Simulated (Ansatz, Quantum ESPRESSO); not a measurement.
# Evanescent states of KCl, rock salt type, lattice constant set to 6.252 Å, part 4 of 4

Aim: how fast states decay in the gap of KCl, rock salt type, lattice constant set to 6.252 Å.

Quantum ESPRESSO 7.5; plane-wave DFT, PBE, GBRV ultrasoft pseudopotentials; cross-check by Ansatz 0.2.0 with PAW datasets.

So far. Step 2 (Self-consistent run): The run needed 11 iterations to bring the estimated error under 1e-09 Ry.

The structure was built from a prototype and need not be the compound's stable phase.

## Step 6: The same in Ansatz

As a check, the same structure is run in Ansatz.

Level of this step: plane-wave DFT, PBE, Ansatz PAW (Ansatz 0.2.0).

input.yaml

```yaml
crystal:
  lattice:
    - [4.420831596, 0.0, 0.0]
    - [0.0, 4.420831596, 0.0]
    - [0.0, 0.0, 6.252]
  atoms:
    - { symbol: K, position: [0.0, 0.0, 0.0] }
    - { symbol: Cl, position: [0.5, 0.5, 0.0] }
    - { symbol: K, position: [0.5, 0.5, 0.5] }
    - { symbol: Cl, position: [0.0, 0.0, 0.5] }
kpoints:
  mp_grid: { grid: [6, 6, 4] }
hamiltonian:
  xc: pbe
scf:
  occupations: { method: fixed }
  convergence: { dr2_threshold: 1.0e-09 }
output:
  transmission:
    leads: [[0, 0]]
    kpoints: [[0, 0], [0.5, 0], [0.5, 0.5], [0.25, 0]]
    e_range: [-2.07, 6.9]
    de: 0.23
```

Launch:

```
ansatz run input.yaml --threads 2 --pin off --max-ram 4096MiB --backend cpu --events-out ev --progress --plain --runs-dir out
```

Numbers of over 12 decimals in the logs are rounded to 6 here.

Output:

```text
Engine: ansatz 0.2.0, x86_64-unknown-linux-gnu
Pseudopotentials: kind: paw
Pseudopotential: K, paw, valence charge 9, recommended cutoff 420 eV (normal), K.paw.azcp
Pseudopotential: Cl, paw, valence charge 7, recommended cutoff 420 eV (normal), Cl.paw.azcp
Functional definition: PBE
  parameter kappa = 0.804
  parameter beta = 0.066725
  exchange = pbe_x(kappa = kappa, mu = beta*pi^2/3)
  correlation = pbe_c(beta = beta)
Crystal: 4 atoms, lattice volume = 122.188 Å³
Basis set: ecut = 420 eV, 2429 PW (Γ)
Bands: 20, of which v1, the nominal top of the filled ones, is band 16 counted from 1 (15 counted from 0)
Symmetry: 32 space group operations
Space group: Fm-3m (ITA 225), of the structure as read, at distance tolerance 5.0e-5 Å
k-points: 30 of 144
Non-local potential: K, projectors of the file, l = 0: 3, l = 1: 2, l = 2: 2
Non-local potential: Cl, projectors of the file, l = 0: 2, l = 1: 2, l = 2: 2
PAW form: soft (Blöchl's): semilocal exchange-correlation on the pseudo side does not see the compensation charge
PAW one-centre angular grid: K, 110 points (default); XC on 64 Gauss nodes
PAW one-centre angular grid: Cl, 110 points (default); XC on 64 Gauss nodes
Initial density: superposition of atomic densities (neutral atoms: chi_scale 0, normalization atom), corrected by the library's trained network
Initial wavefunctions: pseudopotential atomic-orbital guess
Functional: x = pbe(κ = 0.804, μ = 0.219515), c = pbe(β = 0.066725)
SCF iter   1: F=—  HF=-5242.427176 eV  |F-HF|=—  |Δ(HF+E_count)|=         —  Δρ=2.21e-4  dr2=4.20e-5  ethr=1.77e-3  ⟨swp⟩=4.8  Hψ=2547  notcnv=0  defer=56
preconditioner: auto → Resta (q_TF=auto, 2.182 Å⁻¹)  ε∞=2.6  [insulator: Δε(μ)=5.251 eV  Ē_g=14.215 eV  n_scr=20 (ndim 8)  ℏωp=17.8 eV  f_vac=0.083  ε∞_Penn≈2.6]
SCF iter   2: F=—  HF=-5242.425755 eV  |F-HF|=—  |Δ(HF+E_count)|=   1.42e-3  Δρ=1.78e-4  dr2=5.52e-5  ethr=1.31e-7  ⟨swp⟩=3.4  Hψ=1692  notcnv=0  defer=59
SCF iter   3: F=—  HF=-5242.425744 eV  |F-HF|=—  |Δ(HF+E_count)|=   1.11e-5  Δρ=7.68e-5  dr2=8.54e-6  ethr=1.31e-7  ⟨swp⟩=2.0  Hψ=785  notcnv=0  defer=46
SCF iter   4: F=—  HF=-5242.425745 eV  |F-HF|=—  |Δ(HF+E_count)|=   1.01e-6  Δρ=2.01e-5  dr2=3.02e-7  ethr=2.67e-8  ⟨swp⟩=2.3  Hψ=984  notcnv=0  defer=24
SCF iter   5: F=—  HF=-5242.425745 eV  |F-HF|=—  |Δ(HF+E_count)|=   5.04e-7  Δρ=7.47e-6  dr2=6.67e-8  ethr=9.45e-10  ⟨swp⟩=2.3  Hψ=873  notcnv=0  defer=14
SCF iter   6: F=—  HF=-5242.425745 eV  |F-HF|=—  |Δ(HF+E_count)|=   1.83e-8  Δρ=9.59e-7  dr2=1.28e-9  ethr=2.08e-10  ⟨swp⟩=3.0  Hψ=1080  notcnv=0  defer=14
SCF iter   7: F=-5242.425745 eV  HF=-5242.425745 eV  |F-HF|=2.73e-12  |Δ(HF+E_count)|=  3.92e-10  Δρ=4.12e-8  dr2=1.76e-12  ethr=3.13e-12  ⟨swp⟩=5.7  Hψ=2294  notcnv=0
SCF 1 converged in 7 iterations: F = -5242.425745 eV  dr2 = 1.76e-12
  greatest PAW one-centre occupation: 0.987 electrons in one spin orbital (limit 2), on the K atom at site 2 (counted from 0), in its partial waves of l = 0
transmission: 8 of 32 steps passed
transmission: 16 of 32 steps passed
transmission: 24 of 32 steps passed
transmission: 32 of 32 steps passed
SCF converged after 7 iterations
Free energy (F): -5242.425745 eV
Harris-Foulkes:  -5242.425745 eV  (|F-HF|=2.73e-12)
Internal energy: -5242.425745 eV  (E = F + TS)
E sigma→0 (E₀):  -5242.425745 eV
Fermi energy:    0.985974 eV
--- Per-component energies (eV) ---
  E_band       = -258.362990
  E_kinetic    = 833.084003
  E_local      = -1653.587869  (includes V_loc(G=0)·N_el)
  E_nonlocal   = 82.168111
  E_hartree    = 554.046354
  E_xc         = -486.708857
  E_vxc        = -576.538882  (∫ρ·V_xc dr)
  E_paw        = -2882.398042  (= ΣΔE_a)
  E_vpaw       = -51.581251  (= ΣTr[D̂ρ^β])
  E_aug_tail   = 0.000173  (compensation charges beyond the density's cutoff)
  E_ewald      = -1689.029617
  E_smearing   = -0.000000  (= −TS)
  E_closure    = -0.000000  (closes the sum)
  Σ components = -5242.425745   (vs F -5242.425745, Δ=0.00e0)
--- Band table (eV; the first three rows and the last of 30) ---
  k-point 0: bands = [... 12 lower, 0.7592, 0.9860, 0.9860, 0.9860, 6.2435, 7.4959, 9.3590, 9.3590]
  k-point 1: bands = [... 12 lower, 0.7834, 0.7834, 0.9427, 0.9427, 6.7201, 7.6851, 8.7916, 8.9440]
  k-point 2: bands = [... 12 lower, 0.8537, 0.8537, 0.8537, 0.8537, 7.7147, 7.7147, 8.2196, 8.2196]
  k-point 29: bands = [... 12 lower, 0.5037, 0.5037, 0.5037, 0.5037, 9.0425, 9.0425, 9.0425, 9.0425]
--- Transmission ---
  basis      : 177 plane waves across, 8 finite elements along
  points     : 4, as listed
  energies   : 40 from -2.070000 to 6.900000 eV about the Fermi level, 0.230000 eV apart; the leads are filled to 2.628768 eV, and channels, transmission and decay are at 2.530000 eV
  crystal 0  : K2Cl2, at the sites [0, 0], period 6.2520 Å: whole cells are its period
    offset         : up to 0.0000 Å between an atom of the period and one for which it stands
    channels       : 0.000000e0 a spin
    conductance    : none, the energies end too early or step too widely for 300 K: set another output.transmission.e_range or a lower de, or, where they end at an eighth of basis.ecutwfc, a higher one
    slowest decay  : 0.3826 /Å at (0.0000, 0.0000)
```

Wall time 38 s (2 threads of AMD EPYC 7R43, shared host); peak memory 0.56 GiB.

Read from the output:

```
free energy                                      : -5242.4257 eV
gap by band count                                : 5.258 eV
symmetry operations                              : 32
slowest decay at the grid energy nearest mid-gap : 0.3826 Å⁻¹
peak of the smallest κ at the zone centre        : 0.3829 Å⁻¹
peak of the smallest κ at (1/2, 1/2)             : 0.5055 Å⁻¹
peak of the smallest κ at (1/4, 0)               : 0.4526 Å⁻¹
valence top, on the run's zero                   : 0.9860 eV
```

K across = (0, 0) in the cell's reciprocal vectors; values within 0.0025 1/Å of each other count once, columns are sorted by size at each energy, a dash where no further value was kept. Im kz of the slowest decaying states against energy, zero at the highest filled level of the SCF mesh:

```
energy (eV)  decay 1 (Å⁻¹)  decay 2 (Å⁻¹)  decay 3 (Å⁻¹)
      -2.07          0.523           1.12              -
      -1.84          0.493           1.09              -
      -1.61          0.458           1.05              -
      -1.38          0.414           1.01           1.50
      -1.15          0.356          0.972           1.48
      -0.92          0.266          0.920           1.46
      -0.69          0.853           1.44           1.47
      -0.46          0.315          0.755           1.41
      -0.23         0.0913          0.397          0.865
       0.00         4.4e-4          0.444          0.952
       0.46          0.254          0.502          0.570
       0.69          0.294          0.521          0.633
       0.92          0.322          0.536          0.672
       1.15          0.342          0.549          0.699
       1.38          0.358          0.558          0.717
       1.61          0.369          0.566          0.730
       1.84          0.376          0.573          0.738
       2.07          0.381          0.577          0.743
       2.30          0.383          0.581          0.745
       2.53          0.383          0.583          0.744
       2.76           0.38          0.585          0.742
       2.99          0.375          0.585          0.738
       3.22          0.368          0.584          0.732
       3.45          0.358          0.583          0.725
       3.68          0.345          0.581          0.716
       3.91          0.329          0.578          0.706
       4.14          0.310          0.575          0.695
       4.37          0.285          0.570          0.682
       4.83          0.210          0.560          0.654
       5.06          0.147          0.553          0.638
       5.29          0.546          0.618          0.620
       5.52          0.538          0.558          0.601
       5.75          0.491          0.530          0.581
       5.98          0.412          0.520          0.559
       6.21          0.312          0.510          0.536
       6.44          0.152          0.500          0.510
       6.67          0.482          0.488          0.582
       6.90          0.451          0.475          0.551
```

K across = (0, 0) in the cell's reciprocal vectors. The Re kz of states that move upwards by energy, zero at the highest filled level of the SCF mesh:

```csv
energy (eV),channel 1 (Å⁻¹),channel 2 (Å⁻¹)
-2.07,-,-
-1.84,-,-
-1.61,-,-
-1.38,-,-
-1.15,-,-
-0.92,-,-
-0.69,-0.141,0.453
-0.46,-0.355,-
-0.23,-0.223,-
0.00,-,-
0.46,-,-
0.69,-,-
0.92,-,-
1.15,-,-
1.38,-,-
1.61,-,-
1.84,-,-
2.07,-,-
2.30,-,-
2.53,-,-
2.76,-,-
2.99,-,-
3.22,-,-
3.45,-,-
3.68,-,-
3.91,-,-
4.14,-,-
4.37,-,-
4.83,-,-
5.06,-,-
5.29,0.0617,-
5.52,0.181,-
5.75,0.256,-
5.98,0.320,-
6.21,0.379,-
6.44,0.434,-
6.67,0.231,0.489
6.90,-0.463,0.363
```

K across = (1/2, 0) in the cell's reciprocal vectors; values within 0.0025 1/Å of each other count once, columns are sorted by size at each energy, a dash where no further value was kept. Im kz of the slowest decaying states against energy, zero at the highest filled level of the SCF mesh:

| energy (eV) | decay 1 (Å⁻¹) | decay 2 (Å⁻¹) | decay 3 (Å⁻¹) |
| --- | --- | --- | --- |
| -2.07 | 0.484 | 1.03 | 1.07 |
| -1.84 | 0.443 | 0.994 | 1.04 |
| -1.61 | 0.389 | 0.957 | 1.00 |
| -1.38 | 0.312 | 0.915 | 0.959 |
| -1.15 | 0.160 | 0.866 | 0.909 |
| -0.92 | 0.803 | 0.845 | - |
| -0.69 | 0.222 | 0.716 | 0.754 |
| -0.46 | 0.305 | 0.550 | 0.576 |
| -0.23 | 0.438 | 0.534 | - |
| 0.00 | 0.446 | 0.640 | 0.708 |
| 0.46 | 0.485 | 0.765 | 0.822 |
| 0.69 | 0.501 | 0.794 | 0.850 |
| 0.92 | 0.514 | 0.814 | 0.869 |
| 1.15 | 0.525 | 0.827 | 0.883 |
| 1.38 | 0.534 | 0.837 | 0.893 |
| 1.61 | 0.541 | 0.843 | 0.899 |
| 1.84 | 0.547 | 0.846 | 0.903 |
| 2.07 | 0.551 | 0.847 | 0.904 |
| 2.30 | 0.554 | 0.846 | 0.904 |
| 2.53 | 0.557 | 0.844 | 0.902 |
| 2.76 | 0.558 | 0.840 | 0.899 |
| 2.99 | 0.558 | 0.834 | 0.895 |
| 3.22 | 0.557 | 0.828 | 0.890 |
| 3.45 | 0.556 | 0.820 | 0.883 |
| 3.68 | 0.554 | 0.811 | 0.876 |
| 3.91 | 0.551 | 0.801 | 0.868 |
| 4.14 | 0.547 | 0.790 | 0.858 |
| 4.37 | 0.543 | 0.777 | 0.848 |
| 4.83 | 0.532 | 0.749 | 0.825 |
| 5.06 | 0.526 | 0.732 | 0.813 |
| 5.29 | 0.520 | 0.713 | 0.799 |
| 5.52 | 0.514 | 0.693 | 0.785 |
| 5.75 | 0.507 | 0.669 | 0.769 |
| 5.98 | 0.501 | 0.642 | 0.753 |
| 6.21 | 0.499 | 0.607 | 0.736 |
| 6.44 | 0.509 | 0.555 | 0.717 |
| 6.67 | 0.507 | 0.698 | 0.861 |
| 6.90 | 0.477 | 0.677 | 0.81 |

K across = (1/2, 1/2) in the cell's reciprocal vectors; values within 0.0025 1/Å of each other count once, columns are sorted by size at each energy, a dash where no further value was kept. Table of Im kz of the slowest decaying states by energy, zero at the highest filled level of the SCF mesh:

```
energy (eV)  decay 1 (Å⁻¹)  decay 2 (Å⁻¹)  decay 3 (Å⁻¹)
      -2.07          0.543           1.06              -
      -1.61          0.486          0.986              -
      -1.15          0.403          0.879              -
      -0.69          0.165          0.245           1.08
      -0.46           1.11              -              -
       0.00          0.251          0.349           1.15
       0.46          0.373          0.510           1.18
       0.92          0.431          0.574           1.19
       1.38          0.465          0.603           1.19
       1.84          0.486          0.614           1.20
       2.30          0.498          0.612           1.19
       2.53          0.502          0.607           1.19
       2.99          0.506          0.591           1.18
       3.45          0.504          0.568           1.17
       3.91          0.499          0.538           1.16
       4.37          0.490          0.500           1.15
       4.83          0.453          0.477           1.13
       5.29          0.394          0.460           1.11
       5.52          0.359          0.450           1.10
       5.98          0.268          0.426           1.08
       6.44         0.0992          0.396           1.05
       6.90          0.360          0.977           1.03
```

K across = (1/4, 0) in the cell's reciprocal vectors; values within 0.0025 1/Å of each other count once, columns are sorted by size at each energy, a dash where no further value was kept. Im kz of the slowest decaying states against energy, zero at the highest filled level of the SCF mesh:

```csv
energy (eV),decay 1 (Å⁻¹),decay 2 (Å⁻¹),decay 3 (Å⁻¹)
-2.07,0.506,1.07,1.09
-1.84,0.473,1.04,1.06
-1.38,0.378,0.965,0.987
-1.15,0.303,0.919,0.940
-0.92,0.160,0.863,0.883
-0.46,0.680,0.690,-
-0.23,0.286,0.568,0.734
0.00,0.195,0.436,0.474
0.46,0.342,0.526,0.649
0.69,0.373,0.538,0.690
0.92,0.396,0.549,0.717
1.38,0.426,0.566,0.748
1.61,0.436,0.573,0.756
1.84,0.443,0.578,0.761
2.30,0.451,0.584,0.762
2.53,0.453,0.586,0.760
2.99,0.450,0.587,0.750
3.22,0.447,0.586,0.742
3.45,0.442,0.584,0.734
3.91,0.427,0.578,0.712
4.14,0.416,0.574,0.699
4.37,0.403,0.570,0.685
4.83,0.370,0.559,0.653
5.06,0.347,0.552,0.634
5.29,0.319,0.545,0.615
5.75,0.236,0.528,0.571
5.98,0.164,0.518,0.546
6.21,0.508,0.520,0.592
6.67,0.461,0.483,0.501
6.90,0.400,0.427,0.471
```

## Step 7: The arithmetic

T falls as exp(−2κd). With κ = 0.382 1/Å, 10 Å of barrier pass exp(−2 × 0.382 × 10) = 4.8e-4 of that channel, interfaces aside.

## Step 8: Results

| Quantity | Value |
| --- | --- |
| gap on the SCF mesh | 5.26 eV |
| smallest κ at mid-gap among the four k points, at the zone centre | 0.382 Å⁻¹ |
| peak of the smallest κ in the stop band at the zone centre | 0.383 Å⁻¹ |
| peak of the smallest κ in the stop band at (1/2, 1/2) | 0.506 Å⁻¹ |
| peak of the smallest κ in the stop band at (1/4, 0) | 0.453 Å⁻¹ |
| energy of the peak at the zone centre, over the highest filled level | 2.30 eV |
| peak at the zone centre by Ansatz | 0.383 Å⁻¹ |

What this shows: With a gap of 5.26 eV on the mesh, the smallest κ at mid-gap among the four k points, at the zone centre is 0.382 Å⁻¹ (PBE, GBRV ultrasoft). For a barrier with the Fermi level at mid-gap the slowest state found, at the zone centre, loses a factor of ten in probability every 3.0 Å or so. Stop bands away from the zone centre are mostly wider than the gap, so their peaks can lie above the conduction bottom. At the zone centre pwcond's peak is 0.383 and Ansatz's 0.383 1/Å, 0 % apart. The cell is the a/√2 one, turned by 45°, with two primitive cells, so X along [001] folds onto kz = 0. A semilocal gap is too small, often by a third to a half and by more in narrow-gap crystals, so real barriers decay faster.

[Logs are printed without paths, hosts, clocks, repeated set-up lines and the standing remarks that a program may print on its own settings, such as how far it seeks lower states.]

[Hosts, paths, dates, database ids (printed as entryN), source tags and the programs' standing remarks are cut or masked in the printed files.]

[Maps of the electrostatic potential energy from Ansatz leave out the sawtooth potential of an applied field or a dipole correction, so their vacuum need not be flat; planar profiles and work functions include it.]
